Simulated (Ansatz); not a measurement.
# Amorphous C: valence band and core levels, part 4 of 7

Wanted: XPS lines and valence band of amorphous C, from a random start taken through short hot and cool dynamics.

Ansatz 0.2.0; DFT, PBE, plane-wave PAW, default files, scalar-relativistic.

So far. Step 4 (Dynamics at 1925 K): Beyond half the shortest lattice vector, 3.1 Å, g(r) counts periodic images.

**5. Dynamics at 300 K**

A short run with the thermostat set to 300 K, starting from rest and too brief to equilibrate, lets it settle further; the cutoff and mesh are cut down, since only a plausible structure is wanted.

The input, input.yaml:

```yaml
crystal:
  lattice:
    - [6.1281413518, 0.0, 0.0]
    - [0.0, 6.1281413518, 0.0]
    - [0.0, 0.0, 6.1281413518]
  atoms:
    - { symbol: C, position: [0.6101257402, 1.0810264865, 0.0122241434] }
    - { symbol: C, position: [1.0211885698, 0.6055556673, 0.2149043061] }
    - { symbol: C, position: [0.3319610795, 0.9635152726, 0.3193632433] }
    - { symbol: C, position: [0.4405772193, 0.9295678539, 0.1244906247] }
    - { symbol: C, position: [0.803380438, 0.4799921101, -0.0396133266] }
    - { symbol: C, position: [0.3150069443, 0.2545391783, 0.5977116242] }
    - { symbol: C, position: [0.381092182, 0.6169838862, 0.7870470821] }
    - { symbol: C, position: [0.4621013446, 0.3827421697, 0.734110796] }
    - { symbol: C, position: [0.6456166798, 0.044602666, 0.551873889] }
    - { symbol: C, position: [0.951399295, 0.8293509177, 0.6997999094] }
    - { symbol: C, position: [0.2168405647, 0.6925740223, 0.3930483628] }
    - { symbol: C, position: [0.1775629583, 0.6781627462, 0.6523793584] }
    - { symbol: C, position: [0.7070854034, 0.0782234825, 0.7667927302] }
    - { symbol: C, position: [0.6142224235, 0.5597058351, 0.6102105865] }
    - { symbol: C, position: [1.0211326814, 1.127724733, 0.3945096272] }
    - { symbol: C, position: [0.4333996236, 0.1143684765, 0.4638473302] }
    - { symbol: C, position: [0.8498392556, 1.0079024946, 0.0806686149] }
    - { symbol: C, position: [0.9186452018, 0.0211517248, 0.8221109873] }
    - { symbol: C, position: [0.4223721408, 0.5695043994, 0.286857436] }
    - { symbol: C, position: [0.9800438419, 0.3922189952, 0.100311305] }
    - { symbol: C, position: [0.8447545294, 0.8031959311, 0.227088244] }
    - { symbol: C, position: [0.4766786895, 0.7005480443, 0.0629434062] }
    - { symbol: C, position: [0.6930369779, 0.6306477291, 0.1202068749] }
    - { symbol: C, position: [0.8705794034, 0.9253995233, 0.4705281435] }
    - { symbol: C, position: [0.5979327305, 0.515434515, 0.3827296126] }
    - { symbol: C, position: [0.8413525537, 0.5888482642, -0.2663283527] }
    - { symbol: C, position: [0.6061329193, 0.2802145729, -0.1082151307] }
    - { symbol: C, position: [1.0192670261, 0.4693243635, 0.6187790986] }
    - { symbol: C, position: [0.9676828588, 0.1680668449, 0.1995052497] }
    - { symbol: C, position: [1.1106451551, 0.284923615, 0.5307669061] }
kpoints:
  mp_grid: { grid: [1, 1, 1] }
scf:
  occupations: { method: fermi_dirac, width: 0.1 }
  n_extra_bands: 21
hamiltonian:
  xc: pbe
  pseudopotentials: { kind: paw }
output:
  forces: true
basis:
  ecutwfc: 320
md:
  timestep: 1.5
  n_steps: 80
  ensemble: nvt_langevin
  temperature: 300
  seed: 0
```

On the command line:

```sh
ansatz run input.yaml --threads 3 --pin off --max-ram 8192MiB --backend cpu --events-out ev --progress --plain --runs-dir out
```

Numbers of over 12 decimals in the logs are rounded to 6 here.

What it wrote:

```text
[...]
Crystal: 30 atoms, lattice volume = 230.137 Å³
Basis set: ecut = 320 eV, 2945 PW (Γ), exchange–correlation on 72×72×72 points (8 copies of the dense FFT grid, shifted against one another)
Bands: 81, of which v1, the nominal top of the filled ones, is band 60 counted from 1 (59 counted from 0)
Symmetry: 1 space group operations
k-points: 1
[...]
SCF iter   1: F=—  HF=-7493.374361 eV  |F-HF|=—  |Δ(HF+E_count)|=         —  Δρ=1.99e-2  dr2=1.27e0  ethr=1.77e-3  ⟨swp⟩=6.0  Hψ=354  notcnv=0  defer=6
[...]
SCF iter  14: F=-7493.170595 eV  HF=-7493.170595 eV  |F-HF|=1.40e-8  |Δ(HF+E_count)|=   3.50e-9  Δρ=2.72e-6  dr2=2.06e-8  ethr=2.50e-11  ⟨swp⟩=4.0  Hψ=252  notcnv=0
SCF 1 converged in 14 iterations: F = -7493.170595 eV  dr2 = 2.06e-8
[...]
md step     0: t =     0.00 fs  T =     0.0 K  F+E_penalty+E_count = -7493.17059489 eV  E_kin = 0.000000 eV  (14 SCF iters)
[...]
SCF iter  11: F=-7493.623713 eV  HF=-7493.623713 eV  |F-HF|=1.31e-8  |Δ(HF+E_count)|=   4.93e-9  Δρ=2.17e-6  dr2=1.68e-8  ethr=2.50e-11  ⟨swp⟩=4.0  Hψ=244  notcnv=0
SCF 2 converged in 11 iterations: F = -7493.623713 eV  dr2 = 1.68e-8
[...]
md step     1: t =     1.50 fs  T =   121.3 K  F+E_penalty+E_count = -7493.62371323 eV  E_kin = 0.470559 eV  (11 SCF iters)
[...]
SCF iter  13: F=-7494.782232 eV  HF=-7494.782232 eV  |F-HF|=7.74e-9  |Δ(HF+E_count)|=   3.07e-9  Δρ=1.75e-6  dr2=1.06e-8  ethr=2.50e-11  ⟨swp⟩=4.0  Hψ=245  notcnv=0
SCF 3 converged in 13 iterations: F = -7494.782232 eV  dr2 = 1.06e-8
[...]
md step     2: t =     3.00 fs  T =   415.0 K  F+E_penalty+E_count = -7494.78223238 eV  E_kin = 1.609138 eV  (13 SCF iters)
[... from here on, the SCF cycles and remarks between the steps are left out ...]
md step     3: t =     4.50 fs  T =   710.7 K  F+E_penalty+E_count = -7496.19586004 eV  E_kin = 2.756034 eV  (13 SCF iters)
md step     4: t =     6.00 fs  T =  1017.2 K  F+E_penalty+E_count = -7497.49223087 eV  E_kin = 3.944383 eV  (14 SCF iters)
md step     5: t =     7.50 fs  T =  1251.5 K  F+E_penalty+E_count = -7498.44749223 eV  E_kin = 4.853072 eV  (9 SCF iters)
md step     6: t =     9.00 fs  T =  1376.8 K  F+E_penalty+E_count = -7498.96549003 eV  E_kin = 5.339092 eV  (9 SCF iters)
md step     7: t =    10.50 fs  T =  1388.8 K  F+E_penalty+E_count = -7499.09123439 eV  E_kin = 5.385569 eV  (9 SCF iters)
md step     8: t =    12.00 fs  T =  1343.5 K  F+E_penalty+E_count = -7498.97598430 eV  E_kin = 5.209979 eV  (9 SCF iters)
md step     9: t =    13.50 fs  T =  1253.9 K  F+E_penalty+E_count = -7498.83372547 eV  E_kin = 4.862527 eV  (8 SCF iters)
md step    10: t =    15.00 fs  T =  1222.6 K  F+E_penalty+E_count = -7498.77489963 eV  E_kin = 4.740829 eV  (10 SCF iters)
md step    11: t =    16.50 fs  T =  1181.8 K  F+E_penalty+E_count = -7498.73338912 eV  E_kin = 4.582834 eV  (7 SCF iters)
md step    12: t =    18.00 fs  T =  1140.6 K  F+E_penalty+E_count = -7498.63656972 eV  E_kin = 4.423127 eV  (7 SCF iters)
md step    13: t =    19.50 fs  T =  1069.8 K  F+E_penalty+E_count = -7498.48484079 eV  E_kin = 4.148319 eV  (7 SCF iters)
md step    14: t =    21.00 fs  T =  1025.4 K  F+E_penalty+E_count = -7498.35343344 eV  E_kin = 3.976483 eV  (7 SCF iters)
md step    15: t =    22.50 fs  T =   981.1 K  F+E_penalty+E_count = -7498.30035960 eV  E_kin = 3.804320 eV  (6 SCF iters)
md step    16: t =    24.00 fs  T =   941.8 K  F+E_penalty+E_count = -7498.27375479 eV  E_kin = 3.651928 eV  (7 SCF iters)
md step    17: t =    25.50 fs  T =   899.1 K  F+E_penalty+E_count = -7498.20874835 eV  E_kin = 3.486610 eV  (7 SCF iters)
md step    18: t =    27.00 fs  T =   853.7 K  F+E_penalty+E_count = -7498.10254742 eV  E_kin = 3.310543 eV  (6 SCF iters)
md step    19: t =    28.50 fs  T =   786.3 K  F+E_penalty+E_count = -7497.97152573 eV  E_kin = 3.049036 eV  (6 SCF iters)
md step    20: t =    30.00 fs  T =   744.4 K  F+E_penalty+E_count = -7497.89157098 eV  E_kin = 2.886440 eV  (9 SCF iters)
md step    21: t =    31.50 fs  T =   712.6 K  F+E_penalty+E_count = -7497.96991620 eV  E_kin = 2.763513 eV  (6 SCF iters)
md step    22: t =    33.00 fs  T =   769.1 K  F+E_penalty+E_count = -7498.24863109 eV  E_kin = 2.982243 eV  (7 SCF iters)
md step    23: t =    34.50 fs  T =   822.9 K  F+E_penalty+E_count = -7498.62507738 eV  E_kin = 3.191101 eV  (6 SCF iters)
md step    24: t =    36.00 fs  T =   921.8 K  F+E_penalty+E_count = -7498.94251300 eV  E_kin = 3.574608 eV  (7 SCF iters)
md step    25: t =    37.50 fs  T =   940.0 K  F+E_penalty+E_count = -7499.03618571 eV  E_kin = 3.645034 eV  (6 SCF iters)
md step    26: t =    39.00 fs  T =   888.7 K  F+E_penalty+E_count = -7498.84482220 eV  E_kin = 3.446124 eV  (6 SCF iters)
md step    27: t =    40.50 fs  T =   765.1 K  F+E_penalty+E_count = -7498.47271496 eV  E_kin = 2.966817 eV  (6 SCF iters)
md step    28: t =    42.00 fs  T =   688.3 K  F+E_penalty+E_count = -7498.16719327 eV  E_kin = 2.668939 eV  (7 SCF iters)
md step    29: t =    43.50 fs  T =   646.1 K  F+E_penalty+E_count = -7498.13408076 eV  E_kin = 2.505484 eV  (7 SCF iters)
md step    30: t =    45.00 fs  T =   705.3 K  F+E_penalty+E_count = -7498.40801011 eV  E_kin = 2.735097 eV  (9 SCF iters)
md step    31: t =    46.50 fs  T =   780.8 K  F+E_penalty+E_count = -7498.82871672 eV  E_kin = 3.027824 eV  (8 SCF iters)
md step    32: t =    48.00 fs  T =   860.9 K  F+E_penalty+E_count = -7499.16932633 eV  E_kin = 3.338567 eV  (7 SCF iters)
md step    33: t =    49.50 fs  T =   893.5 K  F+E_penalty+E_count = -7499.28216556 eV  E_kin = 3.464629 eV  (8 SCF iters)
md step    34: t =    51.00 fs  T =   852.3 K  F+E_penalty+E_count = -7499.15487077 eV  E_kin = 3.304862 eV  (7 SCF iters)
md step    35: t =    52.50 fs  T =   775.3 K  F+E_penalty+E_count = -7498.88136190 eV  E_kin = 3.006576 eV  (8 SCF iters)
md step    36: t =    54.00 fs  T =   698.5 K  F+E_penalty+E_count = -7498.61465931 eV  E_kin = 2.708452 eV  (8 SCF iters)
md step    37: t =    55.50 fs  T =   642.2 K  F+E_penalty+E_count = -7498.44641894 eV  E_kin = 2.490491 eV  (7 SCF iters)
md step    38: t =    57.00 fs  T =   628.7 K  F+E_penalty+E_count = -7498.39732608 eV  E_kin = 2.437945 eV  (7 SCF iters)
md step    39: t =    58.50 fs  T =   618.5 K  F+E_penalty+E_count = -7498.44214667 eV  E_kin = 2.398449 eV  (7 SCF iters)
[...]
md step    58: t =    87.00 fs  T =   587.7 K  F+E_penalty+E_count = -7499.17416585 eV  E_kin = 2.279070 eV  (7 SCF iters)
md step    59: t =    88.50 fs  T =   589.3 K  F+E_penalty+E_count = -7499.22188699 eV  E_kin = 2.285019 eV  (7 SCF iters)
md step    60: t =    90.00 fs  T =   574.5 K  F+E_penalty+E_count = -7499.29346918 eV  E_kin = 2.227750 eV  (9 SCF iters)
md step    61: t =    91.50 fs  T =   597.8 K  F+E_penalty+E_count = -7499.36754130 eV  E_kin = 2.318190 eV  (6 SCF iters)
md step    62: t =    93.00 fs  T =   565.3 K  F+E_penalty+E_count = -7499.41596738 eV  E_kin = 2.192256 eV  (6 SCF iters)
md step    63: t =    94.50 fs  T =   568.9 K  F+E_penalty+E_count = -7499.44848240 eV  E_kin = 2.205966 eV  (7 SCF iters)
md step    64: t =    96.00 fs  T =   605.5 K  F+E_penalty+E_count = -7499.49290679 eV  E_kin = 2.347945 eV  (7 SCF iters)
md step    65: t =    97.50 fs  T =   621.1 K  F+E_penalty+E_count = -7499.56293909 eV  E_kin = 2.408436 eV  (6 SCF iters)
md step    66: t =    99.00 fs  T =   619.6 K  F+E_penalty+E_count = -7499.64346447 eV  E_kin = 2.402596 eV  (6 SCF iters)
md step    67: t =   100.50 fs  T =   616.8 K  F+E_penalty+E_count = -7499.68937878 eV  E_kin = 2.391913 eV  (6 SCF iters)
md step    68: t =   102.00 fs  T =   595.8 K  F+E_penalty+E_count = -7499.66609281 eV  E_kin = 2.310521 eV  (7 SCF iters)
SCF iter   1: F=—  HF=-7499.596931 eV  |F-HF|=—  |Δ(HF+E_count)|=         —  Δρ=8.40e-4  dr2=1.32e-3  ethr=1.10e-5  ⟨swp⟩=5.0  Hψ=211  notcnv=0  defer=12
[...]
SCF iter   7: F=-7499.596789 eV  HF=-7499.596789 eV  |F-HF|=2.26e-9  |Δ(HF+E_count)|=   1.48e-9  Δρ=1.21e-6  dr2=4.12e-9  ethr=2.50e-11  ⟨swp⟩=3.0  Hψ=260  notcnv=0
SCF 70 converged in 7 iterations: F = -7499.596789 eV  dr2 = 4.12e-9
md step    69: t =   103.50 fs  T =   567.9 K  F+E_penalty+E_count = -7499.59678909 eV  E_kin = 2.202080 eV  (7 SCF iters)
[...]
SCF iter   1: F=—  HF=-7499.563552 eV  |F-HF|=—  |Δ(HF+E_count)|=         —  Δρ=6.06e-3  dr2=6.41e-2  ethr=6
```

It took 42 s on 3 threads of Intel Xeon at 2.80GHz (Skylake/Cascade Lake), shared host; peak memory 0.33 GiB.

The trajectory, sampled:

| time (fs) | T (K) | potential (meV/atom) |
| --- | --- | --- |
| 0.0 | 0 | 0.0 |
| 7.5 | 1252 | -175.9 |
| 16.5 | 1182 | -185.4 |
| 24.0 | 942 | -170.1 |
| 31.5 | 713 | -160.0 |
| 40.5 | 765 | -176.7 |
| 48.0 | 861 | -200.0 |
| 55.5 | 642 | -175.9 |
| 64.5 | 721 | -196.9 |
| 72.0 | 732 | -207.9 |
| 79.5 | 640 | -202.0 |
| 88.5 | 589 | -201.7 |
| 96.0 | 605 | -210.7 |
| 103.5 | 568 | -214.2 |
| 112.5 | 535 | -222.9 |
| 120.0 | 442 | -215.0 |

Mean square displacement at the end: C 0.036 Å².

Positions (Å) and forces (eV/Å) at 120.0 fs:

```xyz
30
Lattice="6.128 0.000 0.000 0.000 6.128 0.000 0.000 0.000 6.128" Properties=species:S:1:pos:R:3:forces:R:3 pbc="T T T"
C     3.797    6.601    0.100   -0.820    0.371   -0.359
C     6.254    3.879    1.480    2.129   -0.026    0.784
C     2.056    5.877    1.781   -0.781    0.181    1.048
C     2.720    5.722    0.477   -0.843    2.127    1.474
C     4.887    2.988   -0.201   -0.275   -0.927   -3.334
C     2.147    1.519    3.562   -1.029   -0.802   -0.640
C     2.525    3.864    4.714    0.397   -0.214   -0.231
C     2.968    2.422    4.407   -0.487    0.695    1.306
C     4.180    0.431    3.130    1.194   -1.377    0.053
C     5.917    4.992    4.159   -0.158    0.116   -1.361
C     1.384    4.479    2.289    2.272   -2.071   -0.869
C     1.229    4.183    3.837   -0.518   -0.421   -0.367
C     4.584    0.808    4.437   -0.161    0.740   -0.551
C     3.830    3.452    3.711    0.604    0.652    0.105
C     6.351    6.861    2.297    0.439    0.872   -1.894
C     2.807    0.487    2.841    0.267    0.047   -0.740
C     5.266    6.166    0.298    0.236    2.736    3.480
C     5.444   -0.065    5.019    1.426   -2.092   -1.173
C     2.439    3.609    1.696    0.153    1.675   -2.223
C     5.964    2.620    0.652    2.197    2.632    2.108
C     5.259    4.976    1.279    1.215   -0.981   -0.586
C     2.849    4.326    0.205    0.293   -2.155   -0.630
C     4.275    3.942    0.723   -3.770   -0.222    2.117
C     5.417    5.740    2.681   -2.358   -0.378    0.241
C     3.675    3.321    2.177   -0.757    1.751   -1.446
C     5.249    3.606   -1.778   -1.402   -0.666   -0.083
C     3.946    1.770   -0.761   -0.481    0.074    0.976
C     6.425    2.931    3.711   -0.517    0.872   -0.763
C     5.983    1.351    1.041    0.209   -5.558    1.460
C     6.914    1.673    3.244    1.324    2.347    2.097
```

From the last frames. Table of pair distribution g(r), C–C by r; read off at these points:

| r (Å) | pair distribution g(r), C–C |
| --- | --- |
| 0.03 | 0 |
| 0.13 | 0 |
| 0.24 | 0 |
| 0.35 | 0 |
| 0.51 | 0 |
| 0.62 | 0 |
| 0.72 | 0 |
| 0.83 | 0 |
| 0.94 | 0 |
| 1.05 | 0 |
| 1.15 | 0 |
| 1.26 | 0 |
| 1.42 | 3.57 |
| 1.53 | 3.98 |
| 1.64 | 0.958 |
| 1.74 | 0.531 |
| 1.85 | 0 |
| 1.96 | 0.0248 |
| 2.06 | 0.0445 |
| 2.23 | 0.594 |
| 2.33 | 1.43 |
| 2.44 | 0.940 |
| 2.55 | 1.99 |
| 2.65 | 1.35 |
| 2.76 | 1.52 |
| 2.87 | 0.807 |
| 3.03 | 1.18 |
| 3.14 | 1.00 |
| 3.24 | 0.649 |
| 3.35 | 0.878 |
| 3.46 | 0.730 |
| 3.57 | 1.28 |
| 3.67 | 1.12 |
| 3.78 | 1.14 |
| 3.89 | 1.53 |
| 3.94 | 1.15 |
| 4.05 | 0.915 |
| 4.16 | 0.824 |
| 4.26 | 1.07 |

Beyond half the shortest lattice vector, 3.1 Å, g(r) counts periodic images.

This step gave:

```
free energy             : -7499.6215 eV
energy at zero smearing : -7499.6132 eV
smearing term TS        : 0.01656 eV
Fermi energy            : 8.752 eV
gap by band count       : 1.015 eV
```

(Part 4 of 7 ends here.)

[Logs are printed without paths, hosts, clocks, repeated set-up lines and the standing remarks that a program may print on its own settings, such as how far it seeks lower states.]

[Hosts, paths, dates, database ids (printed as entryN), source tags and the programs' standing remarks are cut or masked in the printed files.]

[Maps of the electrostatic potential energy from Ansatz leave out the sawtooth potential of an applied field or a dipole correction, so their vacuum need not be flat; work functions include it.]
